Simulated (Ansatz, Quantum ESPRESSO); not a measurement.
# How Ag2IBr (model structure) absorbs and reflects light

Aim: the dielectric function of Ag2IBr (model structure), and the optical constants that follow from it. The cell was made here by substitution or stacking, whether or not such a phase is known. It was built so: 1 of the 2 Br atoms of the cell replaced by I in the P2_1/m structure of AgBr. The cell is first relaxed with Ansatz.

Method: DFT, PBE, plane waves with norm-conserving potentials (PseudoDojo), scalar-relativistic, independent-particle optical response without local fields and without the non-local commutator, in Quantum ESPRESSO 7.5.

## 1. The structure

Symmetry: Pm, No. 6, monoclinic system. The conventional cell has a = 4.245 Å, b = 4.289 Å, c = 6.034 Å, α = 90.00°, β = 91.15°, γ = 90.00°. I has 6 Ag at 2.98 to 3.06 Å nearest. Nearest to Ag lie 4 I at 2.98 to 3.06 Å and 2 Br at 3.01 to 3.05 Å. Ag has 4 Br at 2.98 to 3.06 Å and 2 I at 3.01 to 3.05 Å nearest. Nearest to Br lie 6 Ag at 2.98 to 3.06 Å. 1 of the 2 Br atoms of the cell replaced by I in the P2_1/m structure of AgBr. Farther neighbours and most contacts between anions are not listed.

## 2. Relaxation

Spectra hang on bond lengths, so the cell is first brought to its minimum.

This step: DFT, PBE, plane-wave PAW, default files, scalar-relativistic, relaxation (Ansatz 0.2.0).

Contents of input.yaml:

```yaml
crystal:
  lattice:
    - [4.24483432, 0.0, 0.0]
    - [0.0, 4.28875716, 0.0]
    - [-0.12094316, 0.0, 6.03318861]
  atoms:
    - { symbol: I, position: [0.723132, 0.75, 0.255405] }
    - { symbol: Ag, position: [0.208525, 0.25, 0.239883] }
    - { symbol: Ag, position: [0.791475, 0.75, 0.760117] }
    - { symbol: Br, position: [0.276868, 0.25, 0.744595] }
kpoints:
  mp_grid: { grid: [5, 5, 4] }
scf:
  occupations: { method: fermi_dirac, width: 0.05 }
hamiltonian:
  xc: pbe
output:
  forces: true
  stress: true
relax:
  f_tol: 0.02
  max_steps: 50
  cell: {}
```

Command:

```
> ansatz run input.yaml --threads 4 --pin off --max-ram 8192MiB --backend cpu --events-out ev --progress --plain --runs-dir out
```

Numbers of over 12 decimals in the logs are rounded to 6 here.

The program printed:

```text
Engine: ansatz 0.2.0, aarch64-unknown-linux-gnu
Pseudopotentials: kind: paw
Pseudopotential: I, paw, valence charge 17, recommended cutoff 420 eV (normal), I.paw.azcp
Pseudopotential: Ag, paw, valence charge 19, recommended cutoff 420 eV (normal), Ag.paw.azcp
Pseudopotential: Br, paw, valence charge 7, recommended cutoff 420 eV (normal), Br.paw.azcp
Functional definition: PBE
  parameter kappa = 0.804
  parameter beta = 0.066725
  exchange = pbe_x(kappa = kappa, mu = beta*pi^2/3)
  correlation = pbe_c(beta = beta)
Crystal: 4 atoms, lattice volume = 109.835 Å³
Basis set: ecut = 420 eV, 2151 PW (Γ), exchange–correlation on 60×60×90 points (8 copies of the dense FFT grid, shifted against one another)
Bands: 38, of which v1, the nominal top of the filled ones, is band 31 counted from 1 (30 counted from 0)
Symmetry: 2 space group operations
Space group: Pm (ITA 6), of the structure as read, at distance tolerance 4.8e-5 Å
k-points: 33 of 100 (time reversal used)
Non-local potential: I, projectors of the file, l = 0: 2, l = 1: 2, l = 2: 2, l = 3: 2
Non-local potential: Ag, projectors of the file, l = 0: 3, l = 1: 2, l = 2: 2, l = 3: 1
Non-local potential: Br, projectors of the file, l = 0: 2, l = 1: 2, l = 2: 2
PAW form: soft (Blöchl's): semilocal exchange-correlation on the pseudo side does not see the compensation charge
PAW one-centre angular grid: I, 590 points (default); XC on 64 Gauss nodes
PAW one-centre angular grid: Ag, 590 points (default); XC on 64 Gauss nodes
PAW one-centre angular grid: Br, 110 points (default); XC on 64 Gauss nodes
Initial density: superposition of atomic densities (neutral atoms: chi_scale 0, normalization atom), corrected by the library's trained network
Initial wavefunctions: pseudopotential atomic-orbital guess
Functional: x = pbe(κ = 0.804, μ = 0.219515), c = pbe(β = 0.066725)
SCF iter   1: F=—  HF=-25478.144372 eV  |F-HF|=—  |Δ(HF+E_count)|=         —  Δρ=6.04e-4  dr2=4.85e-4  ethr=1.77e-3  ⟨swp⟩=7.8  Hψ=5500  notcnv=0  defer=11
preconditioner: auto → Resta (q_TF=auto, 2.480 Å⁻¹)  ε∞=6.0  [insulator: Δε(μ)=0.693 eV  Ē_g=9.541 eV  σ=0.050 eV  W_gap=1.00  n_scr=28 (ndim 8)  ℏωp=21.3 eV  f_vac=0.043  D(μ)=0.00/eV (n_scr^D=0)  ε∞_Penn≈6.0]
SCF iter   2: F=—  HF=-25478.145337 eV  |F-HF|=—  |Δ(HF+E_count)|=   9.65e-4  Δρ=4.38e-4  dr2=2.69e-4  ethr=7.83e-7  ⟨swp⟩=3.2  Hψ=2943  notcnv=0  defer=34
SCF iter   3: F=—  HF=-25478.145337 eV  |F-HF|=—  |Δ(HF+E_count)|=   1.30e-8  Δρ=1.88e-4  dr2=4.28e-5  ethr=4.34e-7  ⟨swp⟩=2.1  Hψ=1962  notcnv=0  defer=34
SCF iter   4: F=—  HF=-25478.145345 eV  |F-HF|=—  |Δ(HF+E_count)|=   8.69e-6  Δρ=6.11e-5  dr2=3.94e-6  ethr=6.90e-8  ⟨swp⟩=2.0  Hψ=1888  notcnv=0  defer=34
SCF iter   5: F=—  HF=-25478.145347 eV  |F-HF|=—  |Δ(HF+E_count)|=   1.28e-6  Δρ=2.90e-5  dr2=8.60e-7  ethr=6.35e-9  ⟨swp⟩=2.2  Hψ=1700  notcnv=0  defer=34
SCF iter   6: F=-25478.145347 eV  HF=-25478.145347 eV  |F-HF|=4.86e-8  |Δ(HF+E_count)|=   2.91e-7  Δρ=1.00e-5  dr2=9.59e-8  ethr=1.61e-10  ⟨swp⟩=3.3  Hψ=5631  notcnv=0
SCF 1 converged in 6 iterations: F = -25478.145347 eV  dr2 = 9.59e-8
  greatest PAW one-centre occupation: 1.000 electrons in one spin orbital (limit 2), on the Ag atom at site 1 (counted from 0), in its partial waves of l = 0
relax step   1: F+E_penalty+E_count = -25478.14534690 eV  Δ(F+E_penalty+E_count) = +0.000e0 eV  max|allowed force component| = 9.661e-2 eV/Å  Δτ_max = 0.0000 Å  P = -0.456 GPa  Ω = 109.835 Å³  (6 SCF iters, dr2 threshold 1.00e-7 eV, accepted)
Crystal: 4 atoms, lattice volume = 108.780 Å³
Basis set: ecut = 420 eV, 2119 PW (Γ), exchange–correlation on 60×60×90 points (8 copies of the dense FFT grid, shifted against one another)
Initial density: handed on by an earlier stage of this run
Initial wavefunctions: those handed on with the density
iter 1 solved again at ethr=7.56e-5 eV; its pass at ethr=3.10e-3 eV (dr2=4.69e-2 eV) is discarded
SCF iter   1: F=—  HF=-25478.175950 eV  |F-HF|=—  |Δ(HF+E_count)|=         —  Δρ=5.76e-3  dr2=4.83e-2  ethr=7.56e-5  ⟨swp⟩=2.2  Hψ=6344  notcnv=0
preconditioner: auto → Resta (q_TF=auto, 2.484 Å⁻¹)  ε∞=6.0  [insulator: Δε(μ)=0.705 eV  Ē_g=9.599 eV  σ=0.050 eV  W_gap=1.00  n_scr=28 (ndim 8)  ℏωp=21.4 eV  f_vac=0.042  D(μ)=0.00/eV (n_scr^D=0)  ε∞_Penn≈6.0]
SCF iter   2: F=—  HF=-25478.163075 eV  |F-HF|=—  |Δ(HF+E_count)|=   1.29e-2  Δρ=2.47e-3  dr2=7.84e-3  ethr=7.56e-5  ⟨swp⟩=3.0  Hψ=2210  notcnv=0
SCF iter   3: F=—  HF=-25478.160966 eV  |F-HF|=—  |Δ(HF+E_count)|=   2.11e-3  Δρ=5.75e-4  dr2=1.56e-4  ethr=1.26e-5  ⟨swp⟩=2.1  Hψ=2161  notcnv=0
SCF iter   4: F=—  HF=-25478.161005 eV  |F-HF|=—  |Δ(HF+E_count)|=   3.95e-5  Δρ=1.83e-4  dr2=2.73e-5  ethr=2.52e-7  ⟨swp⟩=2.0  Hψ=1955  notcnv=0
SCF iter   5: F=—  HF=-25478.161002 eV  |F-HF|=—  |Δ(HF+E_count)|=   3.01e-6  Δρ=4.98e-5  dr2=3.10e-6  ethr=4.41e-8  ⟨swp⟩=2.0  Hψ=2204  notcnv=0
SCF iter   6: F=—  HF=-25478.161004 eV  |F-HF|=—  |Δ(HF+E_count)|=   1.24e-6  Δρ=2.12e-5  dr2=6.25e-7  ethr=6.45e-10  ⟨swp⟩=5.0  Hψ=4536  notcnv=0
SCF iter   7: F=-25478.161004 eV  HF=-25478.161004 eV  |F-HF|=4.20e-8  |Δ(HF+E_count)|=   3.58e-7  Δρ=4.86e-6  dr2=4.02e-8  ethr=6.45e-10  ⟨swp⟩=4.1  Hψ=4029  notcnv=0
SCF 2 converged in 7 iterations: F = -25478.161004 eV  dr2 = 4.02e-8
relax step   2: F+E_penalty+E_count = -25478.16100398 eV  Δ(F+E_penalty+E_count) = -1.566e-2 eV  max|allowed force component| = 7.129e-2 eV/Å  Δτ_max = 0.0913 Å  P = -0.023 GPa  Ω = 108.780 Å³  energy of the carried Pulay correction = +2.336e-4 eV  (7 SCF iters, dr2 threshold 4.00e-7 eV, accepted)
Crystal: 4 atoms, lattice volume = 108.764 Å³
Basis set: ecut = 420 eV, 2123 PW (Γ), exchange–correlation on 60×60×90 points (8 copies of the dense FFT grid, shifted against one another)
iter 1 solved again at ethr=4.46e-5 eV; its pass at ethr=3.10e-3 eV (dr2=2.77e-2 eV) is discarded
SCF iter   1: F=—  HF=-25478.176016 eV  |F-HF|=—  |Δ(HF+E_count)|=         —  Δρ=4.29e-3  dr2=2.75e-2  ethr=4.46e-5  ⟨swp⟩=2.2  Hψ=6343  notcnv=0
preconditioner: auto → Resta (q_TF=auto, 2.484 Å⁻¹)  ε∞=6.0  [insulator: Δε(μ)=0.732 eV  Ē_g=9.601 eV  σ=0.050 eV  W_gap=1.00  n_scr=28 (ndim 8)  ℏωp=21.4 eV  f_vac=0.043  D(μ)=0.00/eV (n_scr^D=0)  ε∞_Penn≈6.0]
SCF iter   2: F=—  HF=-25478.168523 eV  |F-HF|=—  |Δ(HF+E_count)|=   7.49e-3  Δρ=1.89e-3  dr2=4.81e-3  ethr=4.43e-5  ⟨swp⟩=2.0  Hψ=1838  notcnv=0
SCF iter   3: F=—  HF=-25478.167088 eV  |F-HF|=—  |Δ(HF+E_count)|=   1.44e-3  Δρ=3.98e-4  dr2=8.54e-5  ethr=7.76e-6  ⟨swp⟩=2.0  Hψ=1775  notcnv=0
SCF iter   4: F=—  HF=-25478.167079 eV  |F-HF|=—  |Δ(HF+E_count)|=   8.23e-6  Δρ=1.40e-4  dr2=1.77e-5  ethr=1.38e-7  ⟨swp⟩=2.0  Hψ=2212  notcnv=0
SCF iter   5: F=—  HF=-25478.167075 eV  |F-HF|=—  |Δ(HF+E_count)|=   4.01e-6  Δρ=3.67e-5  dr2=1.87e-6  ethr=2.86e-8  ⟨swp⟩=2.0  Hψ=2196  notcnv=0
SCF iter   6: F=—  HF=-25478.167076 eV  |F-HF|=—  |Δ(HF+E_count)|=   5.33e-7  Δρ=1.82e-5  dr2=4.46e-7  ethr=5.12e-10  ⟨swp⟩=5.0  Hψ=4520  notcnv=0
SCF iter   7: F=-25478.167076 eV  HF=-25478.167076 eV  |F-HF|=1.58e-8  |Δ(HF+E_count)|=   1.57e-7  Δρ=5.28e-6  dr2=1.89e-8  ethr=5.12e-10  ⟨swp⟩=4.1  Hψ=4029  notcnv=0
SCF 3 converged in 7 iterations: F = -25478.167076 eV  dr2 = 1.89e-8
relax step   3: F+E_penalty+E_count = -25478.16707608 eV  Δ(F+E_penalty+E_count) = -6.072e-3 eV  max|allowed force component| = 8.934e-3 eV/Å  Δτ_max = 0.0755 Å  P = -0.046 GPa  Ω = 108.764 Å³  energy of the carried Pulay correction = +2.372e-4 eV  (7 SCF iters, dr2 threshold 3.18e-7 eV, accepted)
[...]
relax step   4: F+E_penalty+E_count = -25478.16764784 eV  Δ(F+E_penalty+E_count) = -5.718e-4 eV  max|allowed force component| = 2.212e-3 eV/Å  Δτ_max = 0.0190 Å  P = +0.034 GPa  Ω = 108.550 Å³  energy of the carried Pulay correction = +2.849e-4 eV  (6 SCF iters, dr2 threshold 6.09e-8 eV, accepted)
[...]
relax step   5: F+E_penalty+E_count = -25478.16770109 eV  Δ(F+E_penalty+E_count) = -5.325e-5 eV  max|allowed force component| = 1.062e-3 eV/Å  Δτ_max = 0.0105 Å  P = +0.001 GPa  Ω = 108.647 Å³  energy of the carried Pulay correction = +2.633e-4 eV  (6 SCF iters, dr2 threshold 1.13e-8 eV, accepted)
Basis set: ecut = 420 eV, 2119 PW (Γ), exchange–correlation on 60×60×80 points (8 copies of the dense FFT grid, shifted against one another)
Initial wavefunctions: pseudopotential atomic-orbital guess (no wavefunctions were taken with the density)
iter 1 solved again at ethr=1.92e-7 eV; its pass at ethr=3.10e-3 eV (dr2=1.19e-4 eV) is discarded
SCF iter   1: F=—  HF=-25478.166944 eV  |F-HF|=—  |Δ(HF+E_count)|=         —  Δρ=1.48e-4  dr2=7.27e-7  ethr=1.92e-7  ⟨swp⟩=4.0  Hψ=9084  notcnv=0
SCF iter   2: F=—  HF=-25478.167283 eV  |F-HF|=—  |Δ(HF+E_count)|=   3.39e-4  Δρ=7.50e-5  dr2=1.87e-7  ethr=1.17e-9  ⟨swp⟩=2.4  Hψ=2154  notcnv=0
SCF iter   3: F=—  HF=-25478.167413 eV  |F-HF|=—  |Δ(HF+E_count)|=   1.31e-4  Δρ=7.78e-6  dr2=1.16e-8  ethr=3.02e-10  ⟨swp⟩=2.0  Hψ=1777  notcnv=0
SCF iter   4: F=—  HF=-25478.167415 eV  |F-HF|=—  |Δ(HF+E_count)|=   1.04e-6  Δρ=6.53e-7  dr2=2.61e-10  ethr=1.87e-11  ⟨swp⟩=2.0  Hψ=2206  notcnv=0
SCF iter   5: F=—  HF=-25478.167415 eV  |F-HF|=—  |Δ(HF+E_count)|=   1.02e-9  Δρ=1.78e-7  dr2=4.76e-11  ethr=1.00e-12  ⟨swp⟩=5.0  Hψ=5018  notcnv=0
SCF iter   6: F=-25478.167415 eV  HF=-25478.167415 eV  |F-HF|=1.09e-11  |Δ(HF+E_count)|=  6.55e-11  Δρ=6.82e-8  dr2=6.81e-12  ethr=1.00e-12  ⟨swp⟩=4.1  Hψ=4014  notcnv=0
SCF 6 converged in 6 iterations: F = -25478.167415 eV  dr2 = 6.81e-12
relax step   6: F+E_penalty+E_count = -25478.16741452 eV  Δ(F+E_penalty+E_count) = +2.866e-4 eV  max|allowed force component| = 1.055e-3 eV/Å  Δτ_max = 0.0000 Å  P = +0.001 GPa  Ω = 108.647 Å³  stress off target by 5.45e-3 GPa  SCF on the basis re-selected at this cell (its energy is not comparable with the rows above)  (6 SCF iters)
basis re-selected at this cell: Δ(F+E_penalty+E_count) = +2.866e-4 eV, ΔP = +0.001 GPa vs the last step (what re-selecting the basis moved, of the pressure what is left beyond the Pulay correction that the steps carried, after the strain that the cell walked since its last selection, with what the two solves' SCF thresholds leave and, on support functions, any second-order correction that the steps lacked; it is no measure of the basis error at this ecutwfc). The dense FFT grid was sized anew with the basis: this SCF ran on 30×30×40 points, the steps before it on 30×30×45, so part of this shift can come from that change (see relax.cell in the input reference). [rest of the remark cut]
SCF converged after 6 iterations
Free energy (F): -25478.167415 eV
Harris-Foulkes:  -25478.167415 eV  (|F-HF|=1.09e-11)
Internal energy: -25478.167385 eV  (E = F + TS)
E sigma→0 (E₀):  -25478.167400 eV
Entropy (-TS):   -0.000029 eV (-0.007 meV/atom)
Fermi energy:    8.621286 eV
--- Per-component energies (eV) ---
  E_band       = -1088.669960
  E_kinetic    = 1377.159381
  E_local      = -8340.989597  (includes V_loc(G=0)·N_el)
  E_nonlocal   = 146.204067
  E_hartree    = 3843.065194
  E_xc         = -758.131329
  E_vxc        = -696.334372  (∫ρ·V_xc dr)
  E_paw        = -14873.286035  (= ΣΔE_a)
  E_vpaw       = -1260.840595  (= ΣTr[D̂ρ^β])
  E_aug_tail   = 0.000607  (compensation charges beyond the density's cutoff)
  E_ewald      = -6872.189675
  E_smearing   = -0.000029  (= −TS)
  E_closure    = -0.000000  (closes the sum)
  Σ components = -25478.167415   (vs F -25478.167415, Δ=0.00e0)
--- Forces (eV/Å), atoms counted from 1 ---
  atom   1  I      0.00043432     0.00000000    -0.00011042
  atom   2  Ag     0.00052542     0.00000000    -0.00000727
  atom   3  Ag    -0.00105462     0.00000000     0.00003895
  atom   4  Br     0.00009486     0.00000000     0.00007872
  max |Σ_I F_I| component: 1.55e-8 eV/Å
--- Stress (GPa, compression-positive) ---
        0.005449       0.000000      -0.000018
        0.000000      -0.004137       0.000000
       -0.000018       0.000000       0.002382
  P = ⅓ Tr σ = 0.0012 GPa (0.012 kbar)
--- Relaxed structure (5 steps of the walk, 5 accepted, 1 SCFs on fresh bases) ---
  F+E_penalty+E_count = -25478.16741452 eV   max|allowed force component| = 1.055e-3 eV/Å   (the final SCF, on the basis selected at the relaxed cell)
  cell:  # Å, volume = 108.6467 Å³
    - [4.276456, -9.632413427457175e-18, 0.043381]
    - [-9.732083502162955e-18, 4.278964, 1.5026354075459164e-17]
    - [-0.060187, 2.1412696910548014e-17, 5.936754]
  atoms:
    - { symbol: I, position: [0.748992, 0.750000, 0.250005] }
    - { symbol: Ag, position: [0.249101, 0.25, 0.249998] }
    - { symbol: Ag, position: [0.752161, 0.750000, 0.750001] }
    - { symbol: Br, position: [0.249747, 0.25, 0.749996] }
```

It took 15 s on 4 threads of Arm Neoverse V2, shared host; peak memory 0.47 GiB.

The steps of the relaxation:

```csv
step,energy less that of the first step (eV),largest force component (eV/Å),pressure (GPa),volume (Å³)
1,0.0000,0.0966,-0.46,109.83
2,-0.0157,0.0713,-0.02,108.78
3,-0.0217,0.0089,-0.05,108.76
4,-0.0223,0.0022,0.03,108.55
5,-0.0224,0.0011,0.00,108.65
6*,-0.0221,0.0011,0.00,108.65
```

Relaxation steps marked * repeat the geometry before them on a plane-wave basis chosen anew for their cell, so energy and pressure can jump there.

Forces are held to the 2 operations that the run works with; a distortion that breaks them can't arise in this run.

```csv
cell as run,before,after,change
a (Å),4.245,4.277,+0.8 %
b (Å),4.289,4.279,-0.2 %
c (Å),6.034,5.937,-1.6 %
β (°),91.15,90.00,-1.3 %
volume (Å³/atom),27.46,27.16,-1.1 %
```

The atoms that moved most (Å, as changes of fractional coordinates times the final cell):

```csv
atom,dx,dy,dz,length
Ag2,0.173,0.000,0.062,0.184
Ag3,-0.168,0.000,-0.062,0.179
Br4,-0.116,0.000,0.031,0.120
I1,0.111,0.000,-0.031,0.115
```

Final coordinates:

```xyz
4
Lattice="4.2765 0.0000 0.0434 0.0000 4.2790 0.0000 -0.0602 0.0000 5.9368" Properties=species:S:1:pos:R:3 pbc="T T T"
I     3.1880    3.2092    1.5167
Ag    1.0502    1.0697    1.4950
Ag    3.1714    3.2092    4.4852
Br    1.0229    1.0697    4.4634
```

The relaxation ends with a largest force component of 0.0011 eV/Å and a pressure of 0.00 GPa.

[end of part 1 of 4]

[Machine, clock, banner and «Message from routine» lines are left out of the logs.]

[Logs are printed without paths, hosts, clocks, repeated set-up lines and the standing remarks that a program may print on its own settings, such as how far it seeks lower states.]

[Hosts, paths, dates, database ids (printed as entryN), source tags and the programs' standing remarks are cut or masked in the printed files.]
